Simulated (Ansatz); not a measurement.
# ScAlB4 (built on the sites of a database entry of ScB2): from the cell to its phonons

How does ScAlB4 (built on the sites of a database entry of ScB2) vibrate, and is this structure a minimum?

Program: Ansatz 0.2.0. Level of theory: DFT LDA, scalar-relativistic, plane waves, PAW. Results are calculated unless marked as measured.

The structure was built from a prototype and need not be the compound's stable phase.

## 1. Set-up

It takes space group F-43m (No. 216, cubic). The conventional cell has a = 5.658 Å, b = 5.658 Å, c = 5.658 Å, α = 90.00°, β = 90.00°, γ = 90.00°. Nearest to Sc lie 12 B at 2.35 Å and 4 Al at 2.45 Å. Nearest to Al lie 12 B at 2.35 Å and 4 Sc at 2.45 Å. Nearest to B lie 6 B at 2.00 Å and 3 Sc at 2.35 Å and 3 Al at 2.35 Å. Farther neighbours are not listed.

## 2. Coarse relaxation

The start is far from rest, so a relaxation with loose tolerances brings it close first.

input.yaml

```yaml
crystal:
  lattice:
    - [0.0, 2.82914, 2.82914]
    - [2.82914, 0.0, 2.82914]
    - [2.82914, 2.82914, 0.0]
  atoms:
    - { symbol: Sc, position: [0.25, 0.25, 0.25] }
    - { symbol: Al, position: [0.0, 0.0, 0.0] }
    - { symbol: B, position: [0.625, 0.625, 0.625] }
    - { symbol: B, position: [0.125, 0.625, 0.625] }
    - { symbol: B, position: [0.625, 0.125, 0.625] }
    - { symbol: B, position: [0.625, 0.625, 0.125] }
kpoints:
  mp_grid: { grid: [6, 6, 6] }
hamiltonian:
  xc: lda
scf:
  occupations: { method: gaussian, width: 0.1 }
output:
  forces: true
  stress: true
  eigenvalues: true
relax:
  adjacent_minimum: "off"
  f_tol: 0.05
  max_steps: 80
  cell: { stress_tol: 0.5 }
```

Run with:

```sh
ansatz run input.yaml --threads 8 --pin off --max-ram 14336MiB --backend cpu --events-out ev --progress --plain --runs-dir out
```

Numbers of over 12 decimals in the logs are rounded to 6 here.

The program printed:

```text
The last accepted step is kept in <dir> (removed where the run ends without a failure and the disk answers)
Engine: ansatz 0.2.0, aarch64-unknown-linux-gnu
Pseudopotentials: kind: paw
Pseudopotential: Sc, paw, valence charge 11, recommended cutoff 420 eV (normal), Sc.paw.azcp
Pseudopotential: Al, paw, valence charge 3, recommended cutoff 420 eV (normal), Al.paw.azcp
[...]
- [0, 2.998231, 2.998231]
    - [2.998231, 0, 2.998231]
    - [2.998231, 2.998231, 0]
  atoms:
    - { symbol: Sc, position: [0.25, 0.25, 0.25] }
    - { symbol: Al, position: [-4.2793655525783277e-19, -3.832267659025377e-19, 2.427102850716068e-19] }
    - { symbol: B, position: [0.644028, 0.644028, 0.644028] }
    - { symbol: B, position: [0.067917, 0.644028, 0.644028] }
    - { symbol: B, position: [0.644028, 0.067917, 0.644028] }
    - { symbol: B, position: [0.644028, 0.644028, 0.067917] }
[key lines of the parts left out:]
SCF converged after 3 iterations
Free energy (F): -3198.730018 eV
Fermi energy:    12.165014 eV
P = ⅓ Tr σ = 0.0449 GPa (0.449 kbar)
```

Wall time 10 s (8 threads of Arm Neoverse N1, shared host); peak memory 0.41 GiB.

Relaxation path:

| step | energy less that of the first step (eV) | largest force component (eV/Å) | pressure (GPa) | volume (Å³) |
| --- | --- | --- | --- | --- |
| 1 | 0.0000 | 0.0323 | 29.47 | 45.29 |
| 2 | -0.3688 | 0.0521 | 12.51 | 48.18 |
| 3 | -0.4702 | 0.0748 | 1.61 | 50.57 |
| 4 | -0.4748 | 0.0873 | 0.00 | 50.99 |
| 5 | -0.4982 | 0.1559 | -1.66 | 51.60 |
| 6 | -0.5539 | 0.2171 | -1.96 | 52.16 |
| 7 | -0.4651 | 1.0766 | 8.41 | 53.42 |
| 8 | -0.5932 | 0.2154 | -0.90 | 52.31 |
| 9 | -0.6347 | 0.2097 | -0.47 | 52.76 |
| 10 | -0.6694 | 0.1019 | -0.08 | 53.31 |
| 11 | -0.6676 | 0.1442 | 0.53 | 53.95 |
| 12 | -0.6744 | 0.0028 | -0.06 | 53.70 |
| 13* | -0.7011 | 0.0069 | 0.54 | 53.70 |
| 14 | -0.7012 | 0.0015 | 0.04 | 53.90 |
| 15* | -0.7016 | 0.0017 | 0.04 | 53.90 |

Relaxation steps marked * repeat the geometry before them on a plane-wave basis chosen anew for their cell, so energy and pressure can jump there. Relaxation steps 7, 11 were tried and not accepted.

The run keeps the 24 symmetry operations that it works with, so distortions that break them were not tested.

| conventional cell, symmetrised | before | after | change |
| --- | --- | --- | --- |
| a (Å) | 5.658 | 5.996 | +6.0 % |
| b (Å) | 5.658 | 5.996 | +6.0 % |
| c (Å) | 5.658 | 5.996 | +6.0 % |
| volume (Å³/atom) | 7.55 | 8.98 | +19.0 % |

The atoms that moved most (Å, as changes of fractional coordinates times the final cell):

| atom | dx | dy | dz | length |
| --- | --- | --- | --- | --- |
| B3 | 0.114 | 0.114 | 0.114 | 0.198 |
| B4 | 0.114 | -0.114 | -0.114 | 0.198 |
| B6 | -0.114 | -0.114 | 0.114 | 0.198 |
| B5 | -0.114 | 0.114 | -0.114 | 0.198 |

The relaxed structure:

```xyz
6
Lattice="0.0000 2.9982 2.9982 2.9982 0.0000 2.9982 2.9982 2.9982 0.0000" Properties=species:S:1:pos:R:3 pbc="T T T"
Sc    1.4991    1.4991    1.4991
Al    0.0000    0.0000    0.0000
B     3.8619    3.8619    3.8619
B     3.8619    2.1346    2.1346
B     2.1346    3.8619    2.1346
B     2.1346    2.1346    3.8619
```

This step gave:

* pressure: 0.04486 GPa
* volume per atom: 8.984 Å³
* gap on the k-mesh: 0 eV

In this step the volume went from 7.55 to 8.98 Å³/atom.

## 3. Bringing the structure to rest

Harmonic phonons are second derivatives at a point where the forces vanish, and they are wanted at zero stress, so atoms and cell are relaxed first.

input.yaml

```yaml
crystal:
  lattice:
    - [0.0, 2.9982313378, 2.9982313378]
    - [2.9982313378, 0.0, 2.9982313378]
    - [2.9982313378, 2.9982313378, 0.0]
  atoms:
    - { symbol: Sc, position: [0.25, 0.25, 0.25] }
    - { symbol: Al, position: [0.0, 0.0, 0.0] }
    - { symbol: B, position: [0.6440275476, 0.6440275476, 0.6440275476] }
    - { symbol: B, position: [0.0679173572, 0.6440275476, 0.6440275476] }
    - { symbol: B, position: [0.6440275476, 0.0679173572, 0.6440275476] }
    - { symbol: B, position: [0.6440275476, 0.6440275476, 0.0679173572] }
kpoints:
  mp_grid: { grid: [10, 10, 10] }
hamiltonian:
  xc: lda
scf:
  occupations: { method: gaussian, width: 0.1 }
output:
  forces: true
  stress: true
  eigenvalues: true
relax:
  adjacent_minimum: "off"
  f_tol: 0.005
  max_steps: 80
  cell: { stress_tol: 0.05 }
```

The program printed:

```text
[...]
Crystal: 6 atoms, lattice volume = 53.905 Å³
Basis set: ecut = 420 eV, 1067 PW (Γ)
Bands: 19, of which v1, the nominal top of the filled ones, is band 13 counted from 1 (12 counted from 0)
Symmetry: 24 space group operations
[...]
k-points: 47 of 1000 (time reversal used)
[...]
cell:  # Å, volume = 53.6626 Å³
    - [0, 2.993739, 2.993739]
    - [2.993739, 0, 2.993739]
    - [2.993739, 2.993739, 0]
  atoms:
    - { symbol: Sc, position: [0.25, 0.25, 0.25] }
    - { symbol: Al, position: [0, 0, 0] }
    - { symbol: B, position: [0.643457, 0.643457, 0.643457] }
    - { symbol: B, position: [0.069629, 0.643457, 0.643457] }
    - { symbol: B, position: [0.643457, 0.069629, 0.643457] }
    - { symbol: B, position: [0.643457, 0.643457, 0.069629] }
[key lines of the parts left out:]
SCF converged after 4 iterations
Free energy (F): -3198.703829 eV
Fermi energy:    12.258886 eV
P = ⅓ Tr σ = 0.0008 GPa (0.008 kbar)
```

It took 7.1 s on 8 threads; peak memory 0.48 GiB.

Step by step:

| step | energy less that of the first step (eV) | largest force component (eV/Å) | pressure (GPa) | volume (Å³) |
| --- | --- | --- | --- | --- |
| 1 | 0.0000 | 0.0402 | -0.26 | 53.90 |
| 2 | -0.0007 | 0.0342 | 0.05 | 53.77 |
| 3 | -0.0013 | 0.0089 | -0.15 | 53.69 |
| 4 | -0.0013 | 0.0001 | 0.01 | 53.66 |
| 5* | -0.0010 | 0.0000 | 0.00 | 53.66 |

Relaxation steps marked * repeat the geometry before them on a plane-wave basis chosen anew for their cell, so energy and pressure can jump there.

The run keeps the 24 symmetry operations that it works with, so distortions that break them were not tested.

| conventional cell, symmetrised | before | after | change |
| --- | --- | --- | --- |
| a (Å) | 5.996 | 5.987 | -0.1 % |
| b (Å) | 5.996 | 5.987 | -0.1 % |
| c (Å) | 5.996 | 5.987 | -0.1 % |
| volume (Å³/atom) | 8.98 | 8.94 | -0.4 % |

This step gave:

```yaml
pressure: 8.01e-4 GPa
volume_per_atom: 8.944 Å³
```

In this step the volume went from 8.98 to 8.94 Å³/atom.

## 4. Relaxing to small forces for the phonons

Phonons need a cell at rest on their own settings, so the relaxation is repeated with tight tolerances on forces and stress on the k mesh and occupations of the first response run.

input.yaml

```yaml
crystal:
  lattice:
    - [0.0, 2.9937386876, 2.9937386876]
    - [2.9937386876, 0.0, 2.9937386876]
    - [2.9937386876, 2.9937386876, 0.0]
  atoms:
    - { symbol: Sc, position: [0.25, 0.25, 0.25] }
    - { symbol: Al, position: [0.0, 0.0, 0.0] }
    - { symbol: B, position: [0.6434570323, 0.6434570323, 0.6434570323] }
    - { symbol: B, position: [0.0696289032, 0.6434570323, 0.6434570323] }
    - { symbol: B, position: [0.6434570323, 0.0696289032, 0.6434570323] }
    - { symbol: B, position: [0.6434570323, 0.6434570323, 0.0696289032] }
kpoints:
  mp_grid: { grid: [12, 12, 12] }
hamiltonian:
  xc: lda
scf:
  occupations: { method: methfessel_paxton, width: 0.2 }
output:
  forces: true
  stress: true
  eigenvalues: true
relax:
  adjacent_minimum: "off"
  f_tol: 0.001
  max_steps: 60
  cell: { stress_tol: 0.01 }
```

The program printed:

```text
[...]
Crystal: 6 atoms, lattice volume = 53.663 Å³
Basis set: ecut = 420 eV, 1067 PW (Γ)
Bands: 19, of which v1, the nominal top of the filled ones, is band 13 counted from 1 (12 counted from 0)
Symmetry: 24 space group operations
[...]
k-points: 72 of 1728 (time reversal used)
[...]
cell:  # Å, volume = 53.7059 Å³
    - [0, 2.994544, 2.994544]
    - [2.994544, 0, 2.994544]
    - [2.994544, 2.994544, 0]
  atoms:
    - { symbol: Sc, position: [0.25, 0.25, 0.25] }
    - { symbol: Al, position: [0, 0, 0] }
    - { symbol: B, position: [0.643564, 0.643564, 0.643564] }
    - { symbol: B, position: [0.069309, 0.643564, 0.643564] }
    - { symbol: B, position: [0.643564, 0.069309, 0.643564] }
    - { symbol: B, position: [0.643564, 0.643564, 0.069309] }
[key lines of the parts left out:]
SCF converged after 4 iterations
Free energy (F): -3198.692475 eV
Fermi energy:    12.222301 eV
P = ⅓ Tr σ = -0.0003 GPa (-0.003 kbar)
```

Wall time 9.9 s (8 threads); peak memory 0.51 GiB; 69 s of CPU time.

Little changed from the start: no atom moved by 0.005 Å and no cell edge by 0.1 %.

Numbers from this step:

- pressure: -2.64e-4 GPa
- volume per atom: 8.951 Å³

The largest force component left is 0.063 meV/Å and the pressure is 0.000 GPa, within the tolerances set. The cell now holds 8.95 Å³/atom.

## 5. Zone-centre response

The zone centre comes first: it holds the modes that light can see, as far as symmetry allows. No field response is asked, since the mesh shows no gap.

input.yaml

```yaml
crystal:
  lattice:
    - [0.0, 2.9945439792, 2.9945439792]
    - [2.9945439792, 0.0, 2.9945439792]
    - [2.9945439792, 2.9945439792, 0.0]
  atoms:
    - { symbol: Sc, position: [0.25, 0.25, 0.25] }
    - { symbol: Al, position: [0.0, 0.0, 0.0] }
    - { symbol: B, position: [0.6435638331, 0.6435638331, 0.6435638331] }
    - { symbol: B, position: [0.0693085008, 0.6435638331, 0.6435638331] }
    - { symbol: B, position: [0.6435638331, 0.0693085008, 0.6435638331] }
    - { symbol: B, position: [0.6435638331, 0.6435638331, 0.0693085008] }
kpoints:
  mp_grid: { grid: [12, 12, 12] }
hamiltonian:
  xc: lda
scf:
  occupations: { method: methfessel_paxton, width: 0.2 }
output:
  eigenvalues: true
phonons:
  method: dfpt
```

The program printed:

```text
[...]
Crystal: 6 atoms, lattice volume = 53.706 Å³
Basis set: ecut = 420 eV, 1067 PW (Γ), exchange–correlation on 60×60×60 points (8 copies of the dense FFT grid, shifted against one another)
Bands: 19, of which v1, the nominal top of the filled ones, is band 13 counted from 1 (12 counted from 0)
Symmetry: 24 space group operations
k-points: 476 of 1728 (irreducible under 2 space group operations, time reversal used)
[...]
SCF iter   1: F=—  HF=-3198.717393 eV  |F-HF|=—  |Δ(HF+E_count)|=         —  Δρ=9.08e-3  dr2=7.59e-2  ethr=1.77e-3  ⟨swp⟩=5.3  Hψ=45996  notcnv=0
[...]
SCF iter   9: F=-3198.692476 eV  HF=-3198.692476 eV  |F-HF|=0.00e0  |Δ(HF+E_count)|=  3.64e-12  S|Δr|=    0.00e0  Δρ=1.69e-8  dr2=1.73e-13  ethr=1.00e-12  ⟨swp⟩=8.8  Hψ=39164  notcnv=0
SCF 1 converged in 9 iterations: F = -3198.692476 eV  dr2 = 1.73e-13
[...]
DFPT response loops at Γ: preconditioner auto → Kerker (q_TF=auto, 2.418 Å⁻¹) (partly filled bands, converged f_vac=0.000); β = 1.00, the filter's whole step (`scf.mixing.beta` (0.50) is not read by the response loops under this deck's `scf.mixing.preconditioner`; to damp them name `kerker` or `kerker_dos`, under which they read `scf.mixing.beta`, and type it under 1.00, their step now; both keys bind the ground state too); Broyden in place of MSR1
SCF converged after 9 iterations
[...]
Free energy (F): -3198.692476 eV
[...]
Internal energy: -3198.694929 eV  (E = F + TS)
E sigma→0 (E₀):  -3198.693089 eV
Entropy (-TS):   0.002453 eV (0.409 meV/atom)
Fermi energy:    12.222301 eV
[...]
--- Band table (eV; the first three rows and the last of 476) ---
  k-point 0: bands = [... 9 lower, 9.2906, 9.2906, 9.4030, 9.4030, 9.4030, 12.4498, 16.8860, 16.8860, ... 2 higher]
  k-point 1: bands = [... 9 lower, 9.0881, 9.0881, 9.7415, 9.7966, 9.7966, 12.7713, 16.4473, 16.7726, ... 2 higher]
  k-point 2: bands = [... 9 lower, 9.0402, 9.0402, 10.3667, 10.3667, 10.4286, 13.6600, 15.6333, 16.4438, ... 2 higher]
  k-point 475: bands = [... 9 lower, 9.5381, 9.5381, 12.0284, 12.2464, 12.2464, 14.4725, 14.9864, 14.9864, ... 2 higher]
--- Phonons (Γ-DFPT): 3 representative perturbations + reference, on 476 of 1728 k-points (Σ response iterations 9) ---
  k mesh reduced under 2 symmetry operations, with k and −k counted as one. Each operation leaves every solved perturbation unchanged. A smaller set is not used because it would not reduce the number of displacements times k-points to solve
  ASR residual: 1.617e-5 → 0.000e0 eV/Å²; symmetrization residual: 8.259e-7 eV/Å²
  ASR residual per site (eV/Å²): 1.62e-5 4.63e-6 1.88e-6 1.88e-6 1.88e-6 1.88e-6
  Γ frequencies (cm⁻¹): 0.00 0.00 0.00 239.11 239.11 239.11 323.32 323.32 323.32 356.90 356.90 413.60 413.60 413.60 454.58 454.58 454.58 660.88
  non-analytic LO–TO correction: not included (Born effective charges unavailable; polar crystals: no LO–TO splitting at Γ)
```

The job ended after 55 s (8 threads; peak memory 1.9 GiB; 6.5 min of CPU time).

This step gave:

- sum-rule residual before enforcement: 1.62e-5 eV/Å²
- point group: -43m
- highest optical mode at the zone centre (no LO-TO term): 660.9 cm⁻¹
- lowest optical zone-centre mode: 239.1 cm⁻¹

Patterns of degenerate modes are one choice out of their space. The modes at Γ (shares of kinetic energy by element, %):

| mode | frequency (cm⁻¹) | symmetry | Sc % | Al % | B % |
| --- | --- | --- | --- | --- | --- |
| 1 | 0.0 | acoustic | 39 | 23 | 38 |
| 2 | 0.0 | acoustic | 39 | 23 | 38 |
| 3 | 0.0 | acoustic | 39 | 23 | 38 |
| 4 | 239.1 | T2 | 1 | 59 | 40 |
| 5 | 239.1 | T2 | 1 | 59 | 40 |
| 6 | 239.1 | T2 | 1 | 59 | 40 |
| 7 | 323.3 | T1 | 0 | 0 | 100 |
| 8 | 323.3 | T1 | 0 | 0 | 100 |
| 9 | 323.3 | T1 | 0 | 0 | 100 |
| 10 | 356.9 | E | 0 | 0 | 100 |
| 11 | 356.9 | E | 0 | 0 | 100 |
| 12 | 413.6 | T2 | 43 | 17 | 40 |
| 13 | 413.6 | T2 | 43 | 17 | 40 |
| 14 | 413.6 | T2 | 43 | 17 | 40 |
| 15 | 454.6 | T2 | 17 | 1 | 82 |
| 16 | 454.6 | T2 | 17 | 1 | 82 |
| 17 | 454.6 | T2 | 17 | 1 | 82 |
| 18 | 660.9 | A1 | 0 | 0 | 100 |

Displacements in mode 4 (239.1 cm⁻¹), the largest set to 1:
```
Sc1  0.00 -0.03 -0.08
Al2  0.03  0.33  1.00
B3  -0.36 -0.45 -0.63
B4   0.33 -0.43 -0.62
B5  -0.19  0.09 -0.46
B6   0.16  0.08 -0.44
```

Displacements in mode 15 (454.6 cm⁻¹), the largest set to 1:
```
Sc1 -0.01  0.47 -0.27
Al2  0.00  0.11 -0.06
B3   0.29 -0.93  0.94
B4  -0.27 -0.90  0.96
B5  -0.98 -0.19 -0.33
B6   1.00 -0.22 -0.30
```

Before it was imposed, the acoustic sum rule was missed by 1.6e-5 eV/Å². Small misses are needed for a sound result but don't prove that mesh and cutoff are converged. The lowest optical mode is real, 239 cm⁻¹.

(Continued in part 2 of 2.)

[Logs are printed without paths, hosts, clocks, repeated set-up lines and the standing remarks that a program may print on its own settings, such as how far it seeks lower states.]

[Hosts, paths, dates, database ids (printed as entryN), source tags and the programs' standing remarks are cut or masked in the printed files.]
